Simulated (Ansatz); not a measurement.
# Al2V in the C11b ordering: lattice stability ahead of a resistivity run

The plan: relax Al2V in the C11b ordering, check its phonons, and, if the lattice is stable, compute its Eliashberg function and ρ(T).

Program: Ansatz 0.2.0. Level of theory: DFT PBEsol, scalar-relativistic, plane waves, PAW. Results are calculated unless marked as measured.

Most raw output is cut from this account.

The structure was built from a prototype and need not be the compound's stable phase.

## Step 1: Starting point

The structure is tetragonal, space group I4/mmm (No. 139). Conventional cell: a = 3.152 Å, b = 3.152 Å, c = 9.457 Å, α = 90.00°, β = 90.00°, γ = 90.00°. Nearest to V lie 8 Al at 2.73 Å. Al has 4 V at 2.73 Å and 4 Al at 2.73 Å nearest. Farther neighbours are not listed.

As a file:

```cif
data_structure
_symmetry_space_group_name_H-M 'P 1'
_symmetry_Int_Tables_number 1
_cell_length_a 3.1523
_cell_length_b 3.1523
_cell_length_c 5.2275
_cell_angle_alpha 72.452
_cell_angle_beta 72.452
_cell_angle_gamma 90.000
_cell_volume 46.99
loop_
_atom_site_label
_atom_site_type_symbol
_atom_site_fract_x
_atom_site_fract_y
_atom_site_fract_z
_atom_site_occupancy
V1 V 0.00000 0.00000 0.00000 1
Al2 Al 0.66667 0.66667 0.66667 1
Al3 Al 0.33333 0.33333 0.33333 1
```

## Step 2: A first look on a coarse mesh

A single point on a coarse mesh shows the starting pressure, whether the crystal is a metal and what a step costs.

The input, input.yaml:

```yaml
crystal:
  lattice:
    - [3.15231, 0.0, 0.0]
    - [0.0, 3.15231, 0.0]
    - [1.57615, 1.57615, 4.72846]
  atoms:
    - { symbol: V, position: [0.0, 0.0, 0.0] }
    - { symbol: Al, position: [0.66666667, 0.66666667, 0.66666667] }
    - { symbol: Al, position: [0.33333333, 0.33333333, 0.33333333] }
kpoints:
  mp_grid: { grid: [6, 6, 6] }
hamiltonian:
  xc: pbesol
scf:
  occupations: { method: gaussian, width: 0.1 }
output:
  forces: true
  stress: true
  eigenvalues: true
```

Command:

```
> ansatz run input.yaml --threads 4 --pin off --max-ram 8192MiB --backend cpu --events-out ev --progress --plain --runs-dir out
```

Elapsed: 0.42 s, on 4 threads of Arm Neoverse V2, shared host; peak memory 0.31 GiB.

This run has no spin polarisation, although V can carry a moment.

This step gave:

```
pressure          : -9.101 GPa
volume per atom   : 15.66 Å³
metallic on mesh  : yes
gap on the k-mesh : 0 eV
```

The start is at -9.1 GPa on this mesh and has no gap.

## Step 3: Rough relaxation

The start is far from rest, so a relaxation with loose thresholds does the first part.

Changes to input.yaml since step 2:

```diff
@@ -19 +19,6 @@
   eigenvalues: true
+relax:
+  adjacent_minimum: "off"
+  f_tol: 0.05
+  max_steps: 80
+  cell: { stress_tol: 0.5 }
```

Wall time 1.9 s (4 threads); peak memory 0.33 GiB; 6.2 s of CPU time.

Step by step:

| step | energy less that of the first step (eV) | largest force component (eV/Å) | pressure (GPa) | volume (Å³) |
| --- | --- | --- | --- | --- |
| 1 | 0.0000 | 0.5775 | -9.10 | 46.99 |
| 2 | -0.1320 | 0.0927 | 4.52 | 41.99 |
| 3 | -0.1519 | 0.0550 | -0.38 | 43.48 |
| 4 | -0.1537 | 0.0120 | -0.05 | 43.39 |
| 5* | -0.1529 | 0.0119 | -0.07 | 43.39 |

Relaxation steps marked * repeat the geometry before them on a plane-wave basis chosen anew for their cell, so energy and pressure can jump there.

Forces are held to the 16 operations that the run works with; a distortion that breaks them can't arise in this run.

| conventional cell, symmetrised | before | after | change |
| --- | --- | --- | --- |
| a (Å) | 3.152 | 3.037 | -3.6 % |
| b (Å) | 3.152 | 3.037 | -3.6 % |
| c (Å) | 9.457 | 9.406 | -0.5 % |
| volume (Å³/atom) | 15.66 | 14.46 | -7.7 % |

The atoms that moved most (Å, as changes of fractional coordinates times the final cell):

| atom | dx | dy | dz | length |
| --- | --- | --- | --- | --- |
| Al2 | 0.000 | 0.000 | 0.057 | 0.057 |
| Al3 | 0.000 | 0.000 | -0.057 | 0.057 |

The relaxed structure:

```xyz
3
Lattice="3.0374 0.0000 0.0000 0.0000 3.0374 0.0000 1.5187 1.5187 4.7029" Properties=species:S:1:pos:R:3 pbc="T T T"
V     0.0000    0.0000    0.0000
Al    3.0374    3.0374    3.1919
Al    1.5187    1.5187    1.5111
```

Numbers from this step:

- pressure: -0.07458 GPa
- volume per atom: 14.46 Å³

The largest force is now 0.012 eV/Å and the largest stress component 0.31 GPa.

## Step 4: Relaxation

Lattice constant and positions set the bands and the force constants, so the cell is relaxed first.

The input, input.yaml:

```yaml
crystal:
  lattice:
    - [3.0374022904, 0.0, 1.6059e-06]
    - [0.0, 3.0374022904, 1.6059e-06]
    - [1.5186986587, 1.5186986587, 4.7029387005]
  atoms:
    - { symbol: V, position: [0.0, 0.0, 0.0] }
    - { symbol: Al, position: [0.6606495262, 0.6606495262, 0.6787009475] }
    - { symbol: Al, position: [0.3393504738, 0.3393504738, 0.3212990525] }
kpoints:
  mp_grid: { grid: [10, 10, 10] }
hamiltonian:
  xc: pbesol
scf:
  occupations: { method: gaussian, width: 0.1 }
output:
  forces: true
  stress: true
  eigenvalues: true
  write_density: true
  write_potential: true
  elf: true
  volumetric_format: npy
relax:
  adjacent_minimum: "off"
  f_tol: 0.005
  max_steps: 80
  cell: { stress_tol: 0.05 }
```

The job ended after 5 s (4 threads; peak memory 0.39 GiB).

The steps of the relaxation:

| step | energy less that of the first step (eV) | largest force component (eV/Å) | pressure (GPa) | volume (Å³) |
| --- | --- | --- | --- | --- |
| 1 | 0.0000 | 0.0669 | -0.07 | 43.39 |
| 2 | -0.0012 | 0.0190 | -0.02 | 43.40 |
| 3 | -0.0017 | 0.0044 | 0.04 | 43.40 |
| 4 | -0.0016 | 0.0078 | -0.14 | 43.45 |
| 5 | -0.0017 | 0.0020 | 0.02 | 43.40 |
| 6 | -0.0017 | 0.0021 | 0.02 | 43.40 |

The log counts 1 steps on a newly chosen plane-wave basis, not all of them marked here; energy and pressure can jump at such steps.

| conventional cell, symmetrised | before | after | change |
| --- | --- | --- | --- |
| a (Å) | 3.037 | 3.017 | -0.7 % |
| b (Å) | 3.037 | 3.017 | -0.7 % |
| c (Å) | 9.406 | 9.536 | +1.4 % |
| volume (Å³/atom) | 14.46 | 14.47 | +0.0 % |

Final coordinates:

```
V Al
1.0
     3.01706    0.00000    0.00000
     0.00000    3.01706    0.00000
     1.50853    1.50853    4.76817
V Al
1 2
Direct
  0.00000 0.00000 0.00000
  0.65985 0.65985 0.68030
  0.34015 0.34015 0.31970
```

Numbers from this step:

| Quantity | Value |
| --- | --- |
| pressure | 0.02077 GPa |
| volume per atom | 14.47 Å³ |

Electrostatic potential energy in the ac plane of the conventional cell at fractional y = 0.000, with atoms of V and Al within 0.2 Å of it. With pseudopotentials it is smooth inside the atoms' cores, unlike the true potential.

Ten even steps from '_' (-19 eV) to '@' (13 eV), each cell a mean:
```
..____..++%%@@@@@@%%==______
__..::++%%@@@@@@@@@@##==::..
####%%@@@@@@@@@@@@@@@@%%%%##
@@@@@@@@@@@@@@@@@@@@@@@@@@@@
@@@@@@@@@@@@@@@@@@@@@@@@@@@@
****##%%@@@@@@@@@@@@@@%%##**
======++##%%@@@@@@%%##++====
##**++--**%%@@@@@@##++--++##
##**====**%%@@@@@@%%++==++##
======**%%@@@@@@@@@@##++====
####%%%%@@@@@@@@@@@@@@%%%%##
@@@@@@@@@@@@@@@@@@@@@@@@@@@@
@@@@@@@@@@@@@@@@@@@@@@@@@@@@
++++**##@@@@@@@@@@@@%%##**++
++++====##%%@@@@@@%%**====++
%%##++--++%%@@@@@@##++==++##
**++====**%%@@@@@@%%++====++
====++**%%@@@@@@@@@@%%**++==
%%%%%%@@@@@@@@@@@@@@@@@@%%%%
@@@@@@@@@@@@@@@@@@@@@@@@@@@@
@@@@@@@@@@@@@@@@@@@@@@@@@@@@
==++**%%@@@@@@@@@@@@%%##**++
______--##%%@@@@@@%%**::____
::..____==%%@@@@@@##--____..
```
Columns run along a (3.0 Å; values clipped at the 3rd and 97th percentile), rows up along c (9.5 Å), edges of the conventional cell, whose origin can differ from the input's. Atoms in or near the plane, at fractional coordinates: V at (0.00, 0.00), Al at (0.00, 0.34), Al at (0.00, 0.66).

Valence density in the ac plane of the conventional cell at fractional y = 0.000, with atoms of V and Al within 0.2 Å of it. It is the smooth field of the valence electrons, not physical close to the nuclei.

Ten steps, logarithmic in the rise over the least value, from '_' (0 e/Å³) to '@' (15 e/Å³), each cell a mean:
```
@@%%##++--::......::--**%%@@
**++==--::..........::--++**
::::......................::
............................
............................
............................
____......................__
______................______
______..................____
__..........................
............................
............................
............................
............................
____......................__
______................______
______..................____
............................
............................
............................
............................
----::::..............::::--
%%##**==::........::::==**##
@@@@%%**--::......::==**%%@@
```
Columns run along a (3.0 Å), rows up along c (9.5 Å), edges of the conventional cell, whose origin can differ from the input's. Atoms in or near the plane, at fractional coordinates: V at (0.00, 0.00), Al at (0.00, 0.34), Al at (0.00, 0.66).

ELF in the ac plane of the conventional cell at fractional y = 0.000, with atoms of V and Al within 0.2 Å of it. It is the smooth field of the valence electrons, not physical close to the nuclei.

Ten even steps from '0' (0.06) to '9' (0.74), each cell a mean:
```
99852256423699
65322467642246
11235788864221
55566788776555
87776666666777
77776554556777
12356555555431
10026777775100
00047888887300
12478988898642
67777777777777
66666666666666
77766666666777
55788888888865
00268998998520
10037888886200
00035666665200
44566554556654
88776555556788
77766777776677
33456788876433
22223678753112
98632367532468
99963245423799
```
Columns run along a (3.0 Å), rows up along c (9.5 Å), edges of the conventional cell, whose origin can differ from the input's. Atoms in or near the plane, at fractional coordinates: V at (0.00, 0.00), Al at (0.00, 0.34), Al at (0.00, 0.66).

The largest force is now 0.0021 eV/Å and the largest stress component 0.028 GPa.

## Step 5: Tight relaxation

Residual forces and stress shift phonon frequencies, so the cell is relaxed again, with tight thresholds and the mesh and smearing of this input.

The input, input.yaml:

```yaml
crystal:
  lattice:
    - [3.0170576663, 0.0, 1.5951e-06]
    - [0.0, 3.0170576663, 1.5951e-06]
    - [1.5085263122, 1.5085263122, 4.7681712666]
  atoms:
    - { symbol: V, position: [0.0, 0.0, 0.0] }
    - { symbol: Al, position: [0.6598485227, 0.6598485227, 0.6803029546] }
    - { symbol: Al, position: [0.3401514773, 0.3401514773, 0.3196970454] }
kpoints:
  mp_grid: { grid: [10, 10, 10] }
hamiltonian:
  xc: pbesol
scf:
  occupations: { method: methfessel_paxton, width: 0.2 }
output:
  forces: true
  stress: true
  eigenvalues: true
relax:
  adjacent_minimum: "off"
  f_tol: 0.001
  max_steps: 60
  cell: { stress_tol: 0.01 }
```

It took 3.2 s on 4 threads; peak memory 0.39 GiB; 11 s of CPU time.

Little changed from the start: no atom moved by 0.005 Å and no cell edge by 0.1 %.

Numbers from this step:

```yaml
pressure: -1.97e-4 GPa
```

The largest force is now 6.1e-4 eV/Å and the largest stress component 0.0066 GPa, small enough for phonons.

## Step 6: Phonons: q 2×2×2, k 6×6×6

Before any scattering is computed, the phonons show whether the structure is a minimum.

The input, input.yaml:

```yaml
crystal:
  lattice:
    - [3.018057798, 0.0, 1.5956e-06]
    - [0.0, 3.018057798, 1.5956e-06]
    - [1.5090263798, 1.5090263798, 4.7648830954]
  atoms:
    - { symbol: V, position: [0.0, 0.0, 0.0] }
    - { symbol: Al, position: [0.6597880346, 0.6597880346, 0.6804239309] }
    - { symbol: Al, position: [0.3402119654, 0.3402119654, 0.3195760691] }
kpoints:
  mp_grid: { grid: [6, 6, 6] }
hamiltonian:
  xc: pbesol
scf:
  occupations: { method: methfessel_paxton, width: 0.2 }
output:
  eigenvalues: true
phonons:
  method: dfpt
  qmesh: [2, 2, 2]
  temperatures: { t_max: 1000, t_step: 50 }
  qpath:
    path:
      - [[0.0, 0.0, 0.0], [0.5, 0.5, 0.5], [0.5, 0.5, 0.75], [0.5, 0.0, 0.5], [0.0, 0.0, 0.0], [0.0, 0.0, 0.5], [0.44985116, 0.0, 0.72492558]]
      - [[0.55014884, 0.0, 0.27507442], [0.0, 0.0, 0.0]]
      - [[0.5, 0.5, 0.5], [0.55014884, 0.44985116, 0.5]]
      - [[0.44985116, 0.44985116, 0.94985116], [0.0, 0.0, 0.5]]
    npoints: 10
```

The job ended after 19 s (4 threads; peak memory 0.56 GiB).

This step gave:

```yaml
share_of_imaginary_modes_in_the_plain_interpolation_between_solved_wavevectors: 0.1525
highest_frequency_solved_or_plainly_interpolated: 376.5 cm⁻¹
```

Solved on the 2×2×2 mesh alone; all other wavevectors are interpolated. The phonon branches at the labelled points (cm⁻¹):

| point | branch 1 | branch 2 | branch 3 | branch 4 | branch 5 | branch 6 | branch 7 | branch 8 | branch 9 |
| --- | --- | --- | --- | --- | --- | --- | --- | --- | --- |
| Γ | 0 | 0 | 0 | 280 | 280 | 292 | 297 | 297 | 300 |
| halfway | -161 | -116 | 167 | 208 | 265 | 288 | 314 | 318 | 332 |
| X | -240 | -218 | 206 | 237 | 246 | 267 | 307 | 330 | 358 |
| halfway | -238 | -222 | 214 | 224 | 257 | 262 | 304 | 336 | 355 |
| P | -230 | -230 | 218 | 235 | 235 | 274 | 298 | 347 | 347 |
| halfway | -223 | -119 | 147 | 235 | 267 | 270 | 316 | 338 | 339 |
| N | -222 | 140 | 197 | 201 | 253 | 266 | 312 | 327 | 356 |
| halfway | -116 | 115 | 132 | 206 | 239 | 270 | 290 | 335 | 356 |
| Γ | 0 | 0 | 0 | 280 | 280 | 292 | 297 | 297 | 300 |
| halfway | 90 | 98 | 98 | 228 | 246 | 246 | 318 | 318 | 353 |
| M | 157 | 162 | 162 | 166 | 204 | 204 | 329 | 329 | 376 |
| halfway | -150 | 74 | 183 | 222 | 274 | 280 | 305 | 313 | 355 |
| S | -221 | 72 | 206 | 255 | 259 | 265 | 292 | 341 | 342 |
| jump to S0 | -221 | 72 | 206 | 255 | 259 | 265 | 292 | 341 | 342 |
| halfway | -119 | 114 | 158 | 198 | 211 | 277 | 283 | 343 | 356 |
| Γ | 0 | 0 | 0 | 280 | 280 | 292 | 297 | 297 | 300 |
| jump to X | -240 | -218 | 206 | 237 | 246 | 267 | 307 | 330 | 358 |
| halfway | -239 | -217 | 206 | 235 | 240 | 273 | 308 | 330 | 358 |
| R | -234 | -213 | 207 | 228 | 229 | 283 | 308 | 332 | 357 |
| jump to G | -234 | -213 | 207 | 228 | 229 | 283 | 308 | 332 | 357 |
| halfway | -129 | 30 | 108 | 216 | 233 | 308 | 308 | 341 | 343 |
| M | 157 | 162 | 162 | 166 | 204 | 204 | 329 | 329 | 376 |

Lowest modes at the softest wavevector of the mesh. Modes at q = (0.500, 0.500, 0.000), with each element's share of the kinetic energy (negative means imaginary):

| mode | frequency (cm⁻¹) | V % | Al % |
| --- | --- | --- | --- |
| 1 | -240.3 | 76 | 24 |
| 2 | -218.2 | 85 | 15 |
| 3 | 205.6 | 0 | 100 |
| 4 | 236.7 | 50 | 50 |
| 5 | 246.4 | 0 | 100 |
| 6 | 267.4 | 24 | 76 |

Displacements in mode 1 (-240.3 cm⁻¹), the largest set to 1, in the home cell:
```
V1  1.00 1.00 0.00
Al2 0.55 0.55 0.00
Al3 0.55 0.55 0.00
```

Displacements in mode 2 (-218.2 cm⁻¹), the largest set to 1, in the home cell:
```
V1  -1.00  1.00  0.00
Al2  0.41 -0.41  0.00
Al3  0.41 -0.41  0.00
```

Among the solved wavevectors the lowest mode, translations apart, is -240 cm⁻¹, imaginary.

## Step 7: Phonons: q 2×2×2, k 8×8×8

An imaginary mode on so few k-points may come from the sampling, so the phonons are repeated with another k mesh.

Changes to input.yaml since step 6:

```diff
@@ -10,3 +10,3 @@
 kpoints:
-  mp_grid: { grid: [6, 6, 6] }
+  mp_grid: { grid: [8, 8, 8] }
 hamiltonian:
```

The mesh is denser.

It took 39 s on 4 threads; peak memory 0.75 GiB; 2.5 min of CPU time.

Numbers from this step:

```yaml
share_of_imaginary_modes_in_the_plain_interpolation_between_solved_wavevectors: 0.1451
highest_frequency_solved_or_plainly_interpolated: 379.1 cm⁻¹
```

Solved on the 2×2×2 mesh alone; all other wavevectors are interpolated. Phonon branches along the path, in cm⁻¹:

| point | branch 1 | branch 2 | branch 3 | branch 4 | branch 5 | branch 6 | branch 7 | branch 8 | branch 9 |
| --- | --- | --- | --- | --- | --- | --- | --- | --- | --- |
| Γ | 0 | 0 | 0 | 282 | 282 | 294 | 298 | 298 | 299 |
| halfway | -146 | -95 | 174 | 210 | 268 | 295 | 314 | 318 | 333 |
| X | -218 | -200 | 205 | 245 | 255 | 276 | 314 | 330 | 361 |
| halfway | -216 | -204 | 215 | 237 | 264 | 265 | 312 | 338 | 358 |
| P | -210 | -210 | 232 | 238 | 238 | 272 | 309 | 350 | 350 |
| halfway | -202 | -90 | 156 | 238 | 267 | 276 | 320 | 340 | 342 |
| N | -204 | 144 | 202 | 210 | 255 | 266 | 317 | 329 | 355 |
| halfway | -100 | 123 | 136 | 207 | 242 | 271 | 293 | 334 | 357 |
| Γ | 0 | 0 | 0 | 282 | 282 | 294 | 298 | 298 | 299 |
| halfway | 86 | 97 | 97 | 228 | 246 | 246 | 321 | 321 | 355 |
| M | 146 | 160 | 160 | 174 | 205 | 205 | 332 | 332 | 379 |
| halfway | -139 | 67 | 185 | 223 | 277 | 278 | 309 | 317 | 358 |
| S | -205 | 77 | 217 | 256 | 261 | 270 | 294 | 339 | 344 |
| jump to S0 | -205 | 77 | 217 | 256 | 261 | 270 | 294 | 339 | 344 |
| halfway | -99 | 124 | 162 | 199 | 214 | 278 | 285 | 343 | 357 |
| Γ | 0 | 0 | 0 | 282 | 282 | 294 | 298 | 298 | 299 |
| jump to X | -218 | -200 | 205 | 245 | 255 | 276 | 314 | 330 | 361 |
| halfway | -216 | -199 | 205 | 243 | 249 | 282 | 314 | 331 | 361 |
| R | -211 | -195 | 206 | 236 | 238 | 291 | 314 | 332 | 360 |
| jump to G | -211 | -195 | 206 | 236 | 238 | 291 | 314 | 332 | 360 |
| halfway | -107 | 63 | 109 | 216 | 239 | 307 | 311 | 345 | 345 |
| M | 146 | 160 | 160 | 174 | 205 | 205 | 332 | 332 | 379 |

Lowest modes at the softest wavevector of the mesh. The modes at q = (0.500, 0.500, 0.500) (shares of kinetic energy by element, %) (negative means imaginary):

| mode | frequency (cm⁻¹) | V % | Al % |
| --- | --- | --- | --- |
| 1 | -217.7 | 71 | 29 |
| 2 | -200.5 | 83 | 17 |
| 3 | 205.0 | 0 | 100 |
| 4 | 245.0 | 36 | 64 |
| 5 | 255.3 | 0 | 100 |
| 6 | 275.9 | 29 | 71 |

Displacements in mode 1 (-217.7 cm⁻¹), the largest set to 1, in the home cell:
```
V1   1.00 -1.00  0.00
Al2  0.62 -0.62  0.00
Al3 -0.62  0.62  0.00
```

Displacements in mode 6 (275.9 cm⁻¹), the largest set to 1, in the home cell:
```
V1  -0.65  0.65  0.00
Al2  1.00 -1.00  0.00
Al3 -1.00  1.00  0.00
```

The modes has structure finer than the step of the table below, so its rows give means over 20 cm⁻¹, whole bins alone (the curve runs from -227 to 400 cm⁻¹). Peaks (cm⁻¹: height): Al -199.3: 0.00671, 265.8: 0.0361, 340.7: 0.0535; V -199.3: 0.0166, 159.4: 0.00896, 309.2: 0.0133, 344.6: 0.0116.

Phonopy on the run's constants, 19x19x13 mesh, Gaussian sigma 4.5 cm⁻¹. Modes against wavenumber; means over each step; values in 1/cm⁻¹/cell:

| wavenumber (cm⁻¹) | Al | V |
| --- | --- | --- |
| -200 | 0.00508 | 0.0126 |
| -180 | 0.00343 | 0.00812 |
| -160 | 0.00253 | 0.00540 |
| -140 | 0.00195 | 0.00408 |
| -120 | 0.00210 | 0.00365 |
| -100 | 0.00150 | 0.00265 |
| -80 | 0.00181 | 0.00268 |
| -60 | 0.00110 | 0.00167 |
| -40 | 7.5e-4 | 9.7e-4 |
| -20 | 5.0e-4 | 6.2e-4 |
| 0 | 1.6e-4 | 1.7e-4 |
| 20 | 4.3e-4 | 5.3e-4 |
| 40 | 9.5e-4 | 0.00126 |
| 60 | 0.00213 | 0.00257 |
| 80 | 0.00325 | 0.00379 |
| 100 | 0.00507 | 0.00573 |
| 120 | 0.00495 | 0.00604 |
| 140 | 0.00595 | 0.00781 |
| 160 | 0.00867 | 0.00848 |
| 180 | 0.00623 | 0.00538 |
| 200 | 0.0129 | 0.00342 |
| 220 | 0.0198 | 0.00369 |
| 240 | 0.0241 | 0.00513 |
| 260 | 0.0320 | 0.00689 |
| 280 | 0.0270 | 0.00763 |
| 300 | 0.0264 | 0.0111 |
| 320 | 0.0332 | 0.0110 |
| 340 | 0.0479 | 0.0103 |
| 360 | 0.0170 | 0.00482 |
| 380 | 7.0e-4 | 3.3e-4 |

No LO-TO term; unit eigenvectors of the mass-weighted matrix. Modes at Γ, with each element's share of the kinetic energy:

| mode | frequency (cm⁻¹) | symmetry | V % | Al % |
| --- | --- | --- | --- | --- |
| 1 | 0.0 | unnamed | 49 | 51 |
| 2 | 0.0 | unnamed | 49 | 51 |
| 3 | 0.0 | unnamed | 49 | 51 |
| 4 | 281.8 | Eg | 0 | 100 |
| 5 | 281.8 | Eg | 0 | 100 |
| 6 | 293.6 | A2u | 51 | 49 |
| 7 | 298.2 | unnamed | 51 | 49 |
| 8 | 298.2 | unnamed | 51 | 49 |
| 9 | 299.1 | unnamed | 0 | 100 |

Displacements in mode 5 (281.8 cm⁻¹), the largest set to 1:
```
V1   0.00  0.00  0.00
Al2  1.00  0.53  0.00
Al3 -1.00 -0.53  0.00
```

Displacements in mode 9 (299.1 cm⁻¹), the largest set to 1:
```
V1   0.00  0.00  0.00
Al2  0.00  0.00  1.00
Al3  0.00  0.00 -1.00
```

Among the solved wavevectors the lowest mode, translations apart, is -218 cm⁻¹, imaginary.

## Step 8: Summary of results

```json
{"phonon run of the rows without a label of their own": "PBEsol, q 2×2×2, k 8×8×8", "softest mode on the q mesh": "-218 cm⁻¹ at q = (0.5, 0.5, 0.5)", "highest frequency, solved or plainly interpolated": "379 cm⁻¹"}
```

In words: The lattice is dynamically unstable at this level: a mode at q = (0.5, 0.5, 0.5) is imaginary, 218i cm⁻¹, so no harmonic coupling constant or resistivity is defined for this structure. These meshes are coarse, and single modes of a metal can move by tens of cm⁻¹ with the k mesh. The phonon runs are not spin-polarised. The structure was built by hand as an ordered model, and its stability against other phases was not tested.

[Logs are printed without paths, hosts, clocks, repeated set-up lines and the standing remarks that a program may print on its own settings, such as how far it seeks lower states.]

[Hosts, paths, dates, database ids (printed as entryN), source tags and the programs' standing remarks are cut or masked in the printed files.]
